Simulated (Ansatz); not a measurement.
## Electron scattering at the Σ11 (332) boundary in bcc Mo

Aim: the relaxed structure and the specific resistance of the Σ11 (332) boundary in bcc Mo.

Main program and level: Ansatz 0.2.0; Ansatz plane-wave DFT, r2SCAN, PAW files; relaxation of a bicrystal slab with its lowest layers held; PAW set soft_1, in the first sound run; inputs show where later runs differ.

## Step 1: Starting point

The cell holds 28 atoms: 28 Mo. Its edges and angles: a = 4.451 Å, b = 5.219 Å, c = 29.786 Å, α = 90.0°, β = 90.0°, γ = 90.0°. It derives from Mo. built on the (3 3 2) plane; 2 overlapping atoms removed and the grains opened by 0 Å. Vacuum lies along c.

## Step 2: Relaxing the bicrystal

The boundary is built by mirroring the lower grain in the boundary plane and removing any atoms that overlap. A thin bicrystal slab is relaxed first, with the lowest layers held and the upper grain free to shift and open.

input.yaml

```yaml
crystal:
  lattice:
    - [4.4505300808, 0.0, 0.0]
    - [0.0, 5.2187091076, 0.0]
    - [0.0, 0.0, 29.7863943232]
  atoms:
    - { symbol: Mo, position: [0.0, 0.2727272728, 0.167861875] }
    - { symbol: Mo, position: [0.5, 1.0e-10, 0.1903870134] }
    - { symbol: Mo, position: [0.0, 0.7272727273, 0.2129121518] }
    - { symbol: Mo, position: [0.5, 0.4545454546, 0.2354372902] }
    - { symbol: Mo, position: [0.0, 0.1818181819, 0.2579624286] }
    - { symbol: Mo, position: [0.5, 0.9090909091, 0.280487567] }
    - { symbol: Mo, position: [0.0, 0.6363636364, 0.3030127053] }
    - { symbol: Mo, position: [0.5, 0.3636363637, 0.3255378437] }
    - { symbol: Mo, position: [0.0, 0.0909090909, 0.3480629821] }
    - { symbol: Mo, position: [0.5, 0.8181818182, 0.3705881205] }
    - { symbol: Mo, position: [0.0, 0.5454545455, 0.3931132589] }
    - { symbol: Mo, position: [0.5, 0.2727272727, 0.4156383973] }
    - { symbol: Mo, position: [0.0, 0.0, 0.4381635357] }
    - { symbol: Mo, position: [0.0, 0.5454545455, 0.4832138125] }
    - { symbol: Mo, position: [0.5, 0.8181818182, 0.5057389509] }
    - { symbol: Mo, position: [0.0, 0.0909090909, 0.5282640893] }
    - { symbol: Mo, position: [0.5, 0.3636363637, 0.5507892277] }
    - { symbol: Mo, position: [0.0, 0.6363636364, 0.5733143661] }
    - { symbol: Mo, position: [0.5, 0.9090909091, 0.5958395045] }
    - { symbol: Mo, position: [0.0, 0.1818181819, 0.6183646429] }
    - { symbol: Mo, position: [0.5, 0.4545454546, 0.6408897813] }
    - { symbol: Mo, position: [0.0, 0.7272727273, 0.6634149197] }
    - { symbol: Mo, position: [0.5, 1.0e-10, 0.6859400581] }
    - { symbol: Mo, position: [0.0, 0.2727272728, 0.7084651964] }
    - { symbol: Mo, position: [0.5, 0.5454545455, 0.7309903348] }
    - { symbol: Mo, position: [0.0, 0.8181818183, 0.7535154732] }
    - { symbol: Mo, position: [0.5, 0.090909091, 0.7760406116] }
    - { symbol: Mo, position: [0.0, 0.3636363637, 0.79856575] }
kpoints:
  mp_grid: { grid: [5, 5, 1] }
hamiltonian:
  xc: r2scan
  pseudopotentials: { kind: paw, azcp: { folder: soft_1 } }
scf:
  occupations: { method: fermi_dirac, width: 0.1 }
relax:
  f_tol: 0.03
  max_steps: 80
  constraints: [{ sites: [0, 1, 2, 3, 4] }]
```

Started as:

```bash
> ansatz run input.yaml --threads 4 --pin off --max-ram 15360MiB --backend cpu --events-out ev --progress --plain --runs-dir out
```

Numbers of over 12 decimals in the logs are rounded to 6 here.

Output:

```text
Engine: ansatz 0.2.0, aarch64-unknown-linux-gnu
Pseudopotentials: kind: paw
Pseudopotential: Mo, paw, valence charge 14, recommended cutoff 500 eV (meta_gga), soft_1/Mo.paw.azcp
Functional definition: r2SCAN
  parameter k0 = 0.174
  parameter k1 = 0.065
  parameter a1 = 4.9479
  exchange = r2scan_x(k0 = k0, k1 = k1, a1 = a1)
  correlation = r2scan_c
Crystal: 28 atoms, lattice volume = 691.819 Å³
Basis set: ecut = 500 eV, 17603 PW (Γ), exchange–correlation on 144×160×900 points (64 copies of the dense FFT grid, shifted against one another)
Bands: 236, of which v1, the nominal top of the filled ones, is band 196 counted from 1 (195 counted from 0)
Symmetry: 2 space group operations
Space group: Pm (ITA 6), of the structure as read, at distance tolerance 8.8e-5 Å
k-points: 9 of 25 (time reversal used)
Non-local potential: Mo, projectors of the file, l = 0: 3, l = 1: 2, l = 2: 2, l = 3: 1
PAW form: soft (Blöchl's): semilocal exchange-correlation on the pseudo side does not see the compensation charge
PAW frozen core: Mo, regenerated for the run's functional (the file was generated under x = pbe(κ = 0.804, μ = 0.219515), c = pbe(β = 0.066725))
PAW one-centre angular grid: Mo, 590 points (default); XC on 160 Gauss nodes
Initial density: superposition of atomic densities (neutral atoms: chi_scale 0, normalization atom)
Initial wavefunctions: pseudopotential atomic-orbital guess
Functional: x = r2scan, c = r2scan; τ floored in thin density (d = 2e-4 eV/Å³)
SCF iter   1: F=—  HF=-139096.846417 eV  |F-HF|=—  |Δ(HF+E_count)|=         —  Δρ=8.48e-2  dr2=2.61e2  dr2_τ=1.91e0  ethr=3.10e-3  ⟨swp⟩=8.3  Hψ=9565  notcnv=0
preconditioner: auto → LDOS  [metal: Δε(μ)=0.047 eV  Ē_g=4.504 eV  σ=0.100 eV  W_gap=0.12  n_scr=172 (ndim 8)  ℏωp=18.3 eV  f_vac=0.290  D(μ)=19.27/eV (n_scr^D=132)  β→1.0]
SCF iter   2: F=—  HF=-139089.803976 eV  |F-HF|=—  |Δ(HF+E_count)|=    7.04e0  Δρ=6.52e-2  dr2=2.66e2  dr2_τ=6.34e0  ethr=3.10e-3  ⟨swp⟩=5.4  Hψ=5948  notcnv=0  defer=2
SCF iter   3: F=—  HF=-139079.681371 eV  |F-HF|=—  |Δ(HF+E_count)|=    1.01e1  Δρ=1.30e-2  dr2=3.83e0  dr2_τ=2.44e-1  ethr=3.10e-3  ⟨swp⟩=4.4  Hψ=5047  notcnv=0
SCF iter   4: F=—  HF=-139079.829366 eV  |F-HF|=—  |Δ(HF+E_count)|=   1.48e-1  Δρ=4.92e-3  dr2=3.19e-1  dr2_τ=2.67e-2  ethr=9.78e-4  ⟨swp⟩=2.7  Hψ=3420  notcnv=0
SCF iter   5: F=—  HF=-139079.817020 eV  |F-HF|=—  |Δ(HF+E_count)|=   1.23e-2  Δρ=1.57e-3  dr2=1.72e-1  dr2_τ=2.48e-3  ethr=8.14e-5  ⟨swp⟩=3.7  Hψ=4818  notcnv=0
SCF iter   6: F=—  HF=-139079.818132 eV  |F-HF|=—  |Δ(HF+E_count)|=   1.11e-3  Δρ=6.50e-4  dr2=2.53e-2  dr2_τ=4.64e-4  ethr=4.40e-5  ⟨swp⟩=1.1  Hψ=2161  notcnv=0
SCF iter   7: F=—  HF=-139079.818189 eV  |F-HF|=—  |Δ(HF+E_count)|=   5.69e-5  Δρ=1.64e-4  dr2=6.98e-4  dr2_τ=2.49e-5  ethr=6.46e-6  ⟨swp⟩=1.9  Hψ=2157  notcnv=0
SCF iter   8: F=—  HF=-139079.817611 eV  |F-HF|=—  |Δ(HF+E_count)|=   5.78e-4  Δρ=8.72e-5  dr2=1.53e-4  dr2_τ=9.83e-6  ethr=1.78e-7  ⟨swp⟩=3.2  Hψ=3994  notcnv=0
SCF iter   9: F=-139079.817597 eV  HF=-139079.817606 eV  |F-HF|=9.31e-6  |Δ(HF+E_count)|=   4.54e-6  Δρ=2.86e-5  dr2=1.49e-5  dr2_τ=1.00e-6  ethr=5.74e-9  ⟨swp⟩=3.1  Hψ=8056  notcnv=0
SCF 1 converged in 9 iterations: F = -139079.817597 eV  dr2 = 1.49e-5
  greatest PAW one-centre occupation: 1.000 electrons in one spin orbital (limit 2), on the Mo atom at site 10 (counted from 0), in its partial waves of l = 0
relax step   1: F+E_penalty+E_count = -139079.81759717 eV  Δ(F+E_penalty+E_count) = +0.000e0 eV  max|allowed force component| = 2.171e0 eV/Å  Δτ_max = 0.0000 Å  (9 SCF iters, dr2 threshold 2.25e-5 eV, accepted)
Initial density: handed on by an earlier stage of this run
Initial wavefunctions: those handed on with the density
iter 1 solved again at ethr=3.66e-4 eV; its pass at ethr=3.10e-3 eV (dr2=1.43e0 eV) is discarded
SCF iter   1: F=—  HF=-139077.959238 eV  |F-HF|=—  |Δ(HF+E_count)|=         —  Δρ=1.03e-2  dr2=1.42e0  dr2_τ=8.00e0  ethr=3.66e-4  ⟨swp⟩=2.1  Hψ=6823  notcnv=0
preconditioner: auto → LDOS  [metal: Δε(μ)=0.013 eV  Ē_g=4.112 eV  σ=0.100 eV  W_gap=0.03  n_scr=172 (ndim 8)  ℏωp=18.3 eV  f_vac=0.297  D(μ)=21.10/eV (n_scr^D=146)  β→1.0]
SCF iter   2: F=—  HF=-139080.600197 eV  |F-HF|=—  |Δ(HF+E_count)|=    2.64e0  Δρ=6.24e-3  dr2=9.73e-1  dr2_τ=5.61e-2  ethr=3.62e-4  ⟨swp⟩=4.2  Hψ=4503  notcnv=0
SCF iter   3: F=—  HF=-139080.537574 eV  |F-HF|=—  |Δ(HF+E_count)|=   6.26e-2  Δρ=1.96e-3  dr2=1.49e-1  dr2_τ=5.77e-3  ethr=2.48e-4  ⟨swp⟩=2.4  Hψ=3548  notcnv=0
SCF iter   4: F=—  HF=-139080.538514 eV  |F-HF|=—  |Δ(HF+E_count)|=   9.39e-4  Δρ=1.14e-3  dr2=2.60e-2  dr2_τ=2.59e-3  ethr=3.79e-5  ⟨swp⟩=2.1  Hψ=3051  notcnv=0
SCF iter   5: F=—  HF=-139080.535653 eV  |F-HF|=—  |Δ(HF+E_count)|=   2.86e-3  Δρ=2.75e-4  dr2=1.23e-3  dr2_τ=2.00e-4  ethr=6.64e-6  ⟨swp⟩=2.9  Hψ=3544  notcnv=0
SCF iter   6: F=—  HF=-139080.535536 eV  |F-HF|=—  |Δ(HF+E_count)|=   1.17e-4  Δρ=7.41e-5  dr2=8.40e-5  dr2_τ=6.23e-6  ethr=3.13e-7  ⟨swp⟩=2.8  Hψ=3551  notcnv=0
SCF iter   7: F=-139080.535569 eV  HF=-139080.535578 eV  |F-HF|=8.64e-6  |Δ(HF+E_count)|=   4.16e-5  Δρ=3.72e-5  dr2=2.37e-5  dr2_τ=2.23e-6  ethr=2.14e-8  ⟨swp⟩=4.8  Hψ=6521  notcnv=0
SCF 2 converged in 7 iterations: F = -139080.535569 eV  dr2 = 2.37e-5
relax step   2: F+E_penalty+E_count = -139080.53556921 eV  Δ(F+E_penalty+E_count) = -7.180e-1 eV  max|allowed force component| = 6.838e-1 eV/Å  Δτ_max = 0.1949 Å  (7 SCF iters, dr2 threshold 1.00e-4 eV, accepted)
SCF iter   1: F=—  HF=-139073.921036 eV  |F-HF|=—  |Δ(HF+E_count)|=         —  Δρ=1.93e-2  dr2=2.18e1  dr2_τ=2.90e1  ethr=3.10e-3  ⟨swp⟩=5.7  Hψ=5466  notcnv=0
preconditioner: auto → LDOS  [metal: Δε(μ)=0.018 eV  Ē_g=4.135 eV  σ=0.100 eV  W_gap=0.05  n_scr=172 (ndim 8)  ℏωp=18.3 eV  f_vac=0.302  D(μ)=19.70/eV (n_scr^D=144)  β→1.0]
SCF iter   2: F=—  HF=-139081.066243 eV  |F-HF|=—  |Δ(HF+E_count)|=    7.15e0  Δρ=1.02e-2  dr2=4.10e0  dr2_τ=1.72e-1  ethr=3.10e-3  ⟨swp⟩=2.2  Hψ=3855  notcnv=0
SCF iter   3: F=—  HF=-139080.908063 eV  |F-HF|=—  |Δ(HF+E_count)|=   1.58e-1  Δρ=2.77e-3  dr2=3.78e-1  dr2_τ=1.26e-2  ethr=1.05e-3  ⟨swp⟩=3.9  Hψ=3051  notcnv=0
SCF iter   4: F=—  HF=-139080.903349 eV  |F-HF|=—  |Δ(HF+E_count)|=   4.71e-3  Δρ=1.47e-3  dr2=5.48e-2  dr2_τ=4.13e-3  ethr=9.65e-5  ⟨swp⟩=2.1  Hψ=3288  notcnv=0
SCF iter   5: F=—  HF=-139080.898933 eV  |F-HF|=—  |Δ(HF+E_count)|=   4.42e-3  Δρ=3.88e-4  dr2=2.72e-3  dr2_τ=3.13e-4  ethr=1.40e-5  ⟨swp⟩=2.7  Hψ=3348  notcnv=0
SCF iter   6: F=—  HF=-139080.897759 eV  |F-HF|=—  |Δ(HF+E_count)|=   1.17e-3  Δρ=9.87e-5  dr2=1.19e-4  dr2_τ=7.77e-6  ethr=6.95e-7  ⟨swp⟩=3.0  Hψ=3955  notcnv=0
[...]
relax step   7: F+E_penalty+E_count = -139081.11531890 eV  Δ(F+E_penalty+E_count) = +7.567e-4 eV  max|allowed force component| = 1.636e-1 eV/Å  Δτ_max = 0.0445 Å  (7 SCF iters, dr2 threshold 2.18e-6 eV, rejected (line search))
relax step   8: F+E_penalty+E_count = -139081.11844027 eV  Δ(F+E_penalty+E_count) = -2.365e-3 eV  max|allowed force component| = 1.514e-2 eV/Å  Δτ_max = 0.0214 Å  (8 SCF iters, accepted)
relax step   9: F+E_penalty+E_count = -139081.11991040 eV  Δ(F+E_penalty+E_count) = -1.470e-3 eV  max|allowed force component| = 4.655e-2 eV/Å  Δτ_max = 0.0439 Å  (9 SCF iters, accepted)
relax step  10: F+E_penalty+E_count = -139081.12086382 eV  Δ(F+E_penalty+E_count) = -9.534e-4 eV  max|allowed force component| = 3.660e-2 eV/Å  Δτ_max = 0.0325 Å  (9 SCF iters, accepted)
SCF iter   1: F=—  HF=-139080.250971 eV  |F-HF|=—  |Δ(HF+E_count)|=         —  Δρ=3.67e-3  dr2=1.00e-1  dr2_τ=1.45e0  ethr=2.31e-4  ⟨swp⟩=3.7  Hψ=4278  notcnv=0
preconditioner: auto → LDOS  [metal: Δε(μ)=0.003 eV  Ē_g=4.193 eV  σ=0.100 eV  W_gap=0.01  n_scr=172 (ndim 8)  ℏωp=18.3 eV  f_vac=0.312  D(μ)=20.10/eV (n_scr^D=144)  β→1.0]
SCF iter   2: F=—  HF=-139081.127947 eV  |F-HF|=—  |Δ(HF+E_count)|=   8.77e-1  Δρ=2.46e-3  dr2=7.09e-2  dr2_τ=4.79e-3  ethr=2.56e-5  ⟨swp⟩=2.7  Hψ=4585  notcnv=0
SCF iter   3: F=—  HF=-139081.121421 eV  |F-HF|=—  |Δ(HF+E_count)|=   6.53e-3  Δρ=6.29e-4  dr2=8.77e-3  dr2_τ=1.43e-4  ethr=1.81e-5  ⟨swp⟩=2.0  Hψ=3637  notcnv=0
SCF iter   4: F=—  HF=-139081.122592 eV  |F-HF|=—  |Δ(HF+E_count)|=   1.17e-3  Δρ=3.32e-4  dr2=1.76e-3  dr2_τ=1.66e-4  ethr=2.24e-6  ⟨swp⟩=2.2  Hψ=3291  notcnv=0
SCF iter   5: F=—  HF=-139081.122320 eV  |F-HF|=—  |Δ(HF+E_count)|=   2.73e-4  Δρ=8.41e-5  dr2=1.56e-4  dr2_τ=1.19e-5  ethr=4.48e-7  ⟨swp⟩=2.7  Hψ=3507  notcnv=0
SCF iter   6: F=—  HF=-139081.122301 eV  |F-HF|=—  |Δ(HF+E_count)|=   1.83e-5  Δρ=2.82e-5  dr2=1.07e-5  dr2_τ=2.63e-7  ethr=3.98e-8  ⟨swp⟩=2.8  Hψ=3472  notcnv=0
SCF iter   7: F=—  HF=-139081.121562 eV  |F-HF|=—  |Δ(HF+E_count)|=   7.39e-4  Δρ=1.08e-5  dr2=3.50e-6  dr2_τ=7.97e-8  ethr=2.74e-9  ⟨swp⟩=2.9  Hψ=3403  notcnv=0
SCF iter   8: F=—  HF=-139081.121562 eV  |F-HF|=—  |Δ(HF+E_count)|=   2.52e-7  Δρ=4.86e-6  dr2=6.25e-7  dr2_τ=1.38e-8  ethr=8.94e-10  ⟨swp⟩=2.0  Hψ=2895  notcnv=0
SCF iter   9: F=-139081.121562 eV  HF=-139081.121562 eV  |F-HF|=1.20e-8  |Δ(HF+E_count)|=   2.15e-8  Δρ=1.25e-6  dr2=2.35e-8  dr2_τ=1.69e-9  ethr=2.55e-11  ⟨swp⟩=3.0  Hψ=9467  notcnv=0
SCF 11 converged in 9 iterations: F = -139081.121562 eV  dr2 = 2.35e-8
relax step  11: F+E_penalty+E_count = -139081.12156213 eV  Δ(F+E_penalty+E_count) = -6.983e-4 eV  max|allowed force component| = 2.078e-2 eV/Å  Δτ_max = 0.0388 Å  (9 SCF iters, accepted)
iter 1 solved again at ethr=5.96e-12 eV; its pass at ethr=3.10e-3 eV (dr2=2.34e-8 eV) is discarded
SCF iter   1: F=—  HF=-139081.121562 eV  |F-HF|=—  |Δ(HF+E_count)|=         —  Δρ=1.25e-6  dr2=2.36e-8  dr2_τ=1.69e-9  ethr=5.96e-12  ⟨swp⟩=3.0  Hψ=10259  notcnv=0
preconditioner: auto → LDOS  [metal: Δε(μ)=0.003 eV  Ē_g=4.195 eV  σ=0.100 eV  W_gap=0.01  n_scr=172 (ndim 8)  ℏωp=18.3 eV  f_vac=0.312  D(μ)=20.09/eV (n_scr^D=144)  β→1.0]
SCF iter   2: F=-139081.121562 eV  HF=-139081.121562 eV  |F-HF|=1.89e-8  |Δ(HF+E_count)|=   2.39e-8  Δρ=1.05e-6  dr2=1.98e-8  dr2_τ=1.59e-9  ethr=5.96e-12  ⟨swp⟩=4.8  Hψ=6284  notcnv=0
SCF 12 converged in 2 iterations: F = -139081.121562 eV  dr2 = 1.98e-8
SCF converged after 2 iterations
Free energy (F): -139081.121562 eV
Harris-Foulkes:  -139081.121562 eV  (|F-HF|=1.89e-8)
Internal energy: -139080.452887 eV  (E = F + TS)
E sigma→0 (E₀):  -139080.787225 eV
Entropy (-TS):   -0.668675 eV (-23.881 meV/atom)
Fermi energy:    11.878911 eV
--- Per-component energies (eV) ---
  E_band       = -5427.083863
  E_kinetic    = 11778.841181
  E_local      = -402903.146428  (includes V_loc(G=0)·N_el)
  E_nonlocal   = 4156.557391
  E_hartree    = 196228.527355
  E_xc         = -4768.351364
  E_vxc        = -6853.658380  (∫ρ·V_xc dr)
  E_paw        = -90394.620194  (= ΣΔE_a)
  E_vpaw       = -4521.051834  (= ΣTr[D̂ρ^β])
  E_aug_tail   = 0.000624  (compensation charges beyond the density's cutoff)
  E_vtau       = 458.316225  (kinetic-family band-sum trace: ∫τ·v_τ [+ j·A + Jᵃ·Aᵃ] dr)
  E_ewald      = 146827.932177
  E_core_change = -6.193629  (= ΣΔE_core)
  E_smearing   = -0.668675  (= −TS)
  E_closure    = -0.000000  (closes the sum)
  Σ components = -139081.121562   (vs F -139081.121562, Δ=0.00e0)
--- Forces (eV/Å), atoms counted from 1 ---
  atom   1  Mo     0.00000000    -0.52263862     2.23437302
  atom   2  Mo     0.00000000     0.92637038     0.61886848
  atom   3  Mo     0.00000000    -0.53103173    -0.27065550
  atom   4  Mo     0.00000000    -0.03306634    -1.27444729
  atom   5  Mo     0.00000000     0.14841526    -1.28387890
  atom   6  Mo     0.00000000     0.00317452     0.01000323
  atom   7  Mo     0.00000000    -0.00530861    -0.01083115
  atom   8  Mo     0.00000000     0.00750397     0.00493152
  atom   9  Mo     0.00000000    -0.01787913    -0.02078946
  atom  10  Mo     0.00000000     0.00333798     0.01525900
  atom  11  Mo     0.00000000     0.00520272    -0.00738437
  atom  12  Mo     0.00000000     0.01236996    -0.00101877
  atom  13  Mo     0.00000000     0.01020844     0.00660409
  atom  14  Mo     0.00000000    -0.00542921    -0.00812847
  atom  15  Mo     0.00000000    -0.00733547    -0.00876097
  atom  16  Mo     0.00000000    -0.01003645     0.00627996
  atom  17  Mo     0.00000000     0.00220018    -0.00472888
  atom  18  Mo     0.00000000     0.00709352    -0.00288223
  atom  19  Mo     0.00000000    -0.00340314     0.01101318
  atom  20  Mo     0.00000000     0.00376778    -0.00950483
  atom  21  Mo     0.00000000    -0.00049010     0.00143801
  atom  22  Mo     0.00000000     0.00507174    -0.00860568
  atom  23  Mo     0.00000000    -0.00427933     0.01293825
  atom  24  Mo     0.00000000     0.00616209    -0.01637304
  atom  25  Mo     0.00000000     0.00929805     0.00515443
  atom  26  Mo     0.00000000    -0.00456018    -0.00947864
  atom  27  Mo     0.00000000    -0.00108041     0.00927446
  atom  28  Mo     0.00000000    -0.00345785     0.00133067
  max |Σ_I F_I| component: 1.80e-4 eV/Å
--- Relaxed structure (11 steps of the walk, 10 accepted, 0 SCFs on fresh bases) ---
  F+E_penalty+E_count = -139081.12156213 eV   max|allowed force component| = 2.078e-2 eV/Å
  atoms:
    - { symbol: Mo, position: [0.0, 0.2727272728, 0.167862] }
    - { symbol: Mo, position: [0.5, 1.0000000000000002e-10, 0.1903870134] }
    - { symbol: Mo, position: [0.0, 0.7272727273, 0.212912] }
    - { symbol: Mo, position: [0.5, 0.454545, 0.235437] }
    - { symbol: Mo, position: [0.0, 0.181818, 0.257962] }
    - { symbol: Mo, position: [0.5, 0.911504, 0.278714] }
    - { symbol: Mo, position: [0.0, 0.636277, 0.301608] }
    - { symbol: Mo, position: [0.5, 0.364254, 0.325680] }
    - { symbol: Mo, position: [0.0, 0.093440, 0.347513] }
    - { symbol: Mo, position: [0.5, 0.818465, 0.370404] }
    - { symbol: Mo, position: [0.0, 0.543373, 0.390405] }
    - { symbol: Mo, position: [0.5, 0.266332, 0.420849] }
    - { symbol: Mo, position: [0.0, -0.00470275, 0.431205] }
    - { symbol: Mo, position: [0.0, 0.496486, 0.475047] }
    - { symbol: Mo, position: [0.5, 0.766654, 0.486055] }
    - { symbol: Mo, position: [0.0, 0.043543, 0.516012] }
    - { symbol: Mo, position: [0.5, 0.318746, 0.535061] }
    - { symbol: Mo, position: [0.0, 0.591632, 0.559111] }
    - { symbol: Mo, position: [0.5, 0.863121, 0.580461] }
    - { symbol: Mo, position: [0.0, 0.137094, 0.603503] }
    - { symbol: Mo, position: [0.5, 0.409910, 0.626640] }
    - { symbol: Mo, position: [0.0, 0.679904, 0.649532] }
    - { symbol: Mo, position: [0.5, -0.041930, 0.672129] }
    - { symbol: Mo, position: [0.0, 0.225001, 0.694793] }
    - { symbol: Mo, position: [0.5, 0.504516, 0.719084] }
    - { symbol: Mo, position: [0.0, 0.763557, 0.737885] }
    - { symbol: Mo, position: [0.5, 0.048963, 0.757250] }
    - { symbol: Mo, position: [0.0, 0.304281, 0.776406] }
```

Run time: 20 min. Hardware: 4 threads of Arm Neoverse V1, shared host; peak memory 4.9 GiB; 80 min of CPU time.

Step by step:

| step | energy less that of the first step (eV) | largest force component (eV/Å) |
| --- | --- | --- |
| 1 | 0.0000 | 2.1708 |
| 2 | -0.7180 | 0.6838 |
| 3 | -1.0802 | 0.2322 |
| 4 | -1.2466 | 0.2149 |
| 5 | -1.2791 | 0.2011 |
| 6 | -1.2985 | 0.0968 |
| 7 | -1.2977 | 0.1636 |
| 8 | -1.3008 | 0.0151 |
| 9 | -1.3023 | 0.0466 |
| 10 | -1.3033 | 0.0366 |
| 11 | -1.3040 | 0.0208 |

Relaxation step 7 was tried and not accepted.

The run keeps the 2 symmetry operations that it works with, so distortions that break them were not tested.

The atoms that moved most (Å):

| atom | dx | dy | dz | length |
| --- | --- | --- | --- | --- |
| Mo28 | 0.000 | -0.310 | -0.660 | 0.729 |
| Mo15 | 0.000 | -0.269 | -0.586 | 0.645 |
| Mo27 | 0.000 | -0.219 | -0.560 | 0.601 |
| Mo26 | 0.000 | -0.285 | -0.466 | 0.546 |
| Mo17 | 0.000 | -0.234 | -0.468 | 0.524 |
| Mo19 | 0.000 | -0.240 | -0.458 | 0.517 |
| Mo20 | 0.000 | -0.233 | -0.443 | 0.500 |
| Mo21 | 0.000 | -0.233 | -0.424 | 0.484 |

The relaxed structure:

```cif
data_structure
_symmetry_space_group_name_H-M 'P 1'
_symmetry_Int_Tables_number 1
_cell_length_a 4.4505
_cell_length_b 5.2187
_cell_length_c 29.7864
_cell_angle_alpha 90.000
_cell_angle_beta 90.000
_cell_angle_gamma 90.000
_cell_volume 691.82
loop_
_atom_site_label
_atom_site_type_symbol
_atom_site_fract_x
_atom_site_fract_y
_atom_site_fract_z
_atom_site_occupancy
Mo1 Mo 0.00000 0.27273 0.16786 1
Mo2 Mo 0.50000 0.00000 0.19039 1
Mo3 Mo 0.00000 0.72727 0.21291 1
Mo4 Mo 0.50000 0.45455 0.23544 1
Mo5 Mo 0.00000 0.18182 0.25796 1
Mo6 Mo 0.50000 0.91150 0.27871 1
Mo7 Mo 0.00000 0.63628 0.30161 1
Mo8 Mo 0.50000 0.36425 0.32568 1
Mo9 Mo 0.00000 0.09344 0.34751 1
Mo10 Mo 0.50000 0.81846 0.37040 1
Mo11 Mo 0.00000 0.54337 0.39041 1
Mo12 Mo 0.50000 0.26633 0.42085 1
Mo13 Mo 0.00000 0.99530 0.43120 1
Mo14 Mo 0.00000 0.49649 0.47505 1
Mo15 Mo 0.50000 0.76665 0.48605 1
Mo16 Mo 0.00000 0.04354 0.51601 1
Mo17 Mo 0.50000 0.31875 0.53506 1
Mo18 Mo 0.00000 0.59163 0.55911 1
Mo19 Mo 0.50000 0.86312 0.58046 1
Mo20 Mo 0.00000 0.13709 0.60350 1
Mo21 Mo 0.50000 0.40991 0.62664 1
Mo22 Mo 0.00000 0.67990 0.64953 1
Mo23 Mo 0.50000 0.95807 0.67213 1
Mo24 Mo 0.00000 0.22500 0.69479 1
Mo25 Mo 0.50000 0.50452 0.71908 1
Mo26 Mo 0.00000 0.76356 0.73788 1
Mo27 Mo 0.50000 0.04896 0.75725 1
Mo28 Mo 0.00000 0.30428 0.77641 1
```

This step gave:

* free energy: -139081.1216 eV
* energy at zero smearing: -139080.7872 eV
* Fermi energy: 11.88 eV

The largest force component on a free atom ends at 0.021 eV/Å, under the tolerance of 0.03, after 11 steps.

[end of part 1 of 3]

[Logs are printed without paths, hosts, clocks, repeated set-up lines and the standing remarks that a program may print on its own settings, such as how far it seeks lower states.]

[Hosts, paths, dates, database ids (printed as entryN), source tags and the programs' standing remarks are cut or masked in the printed files.]
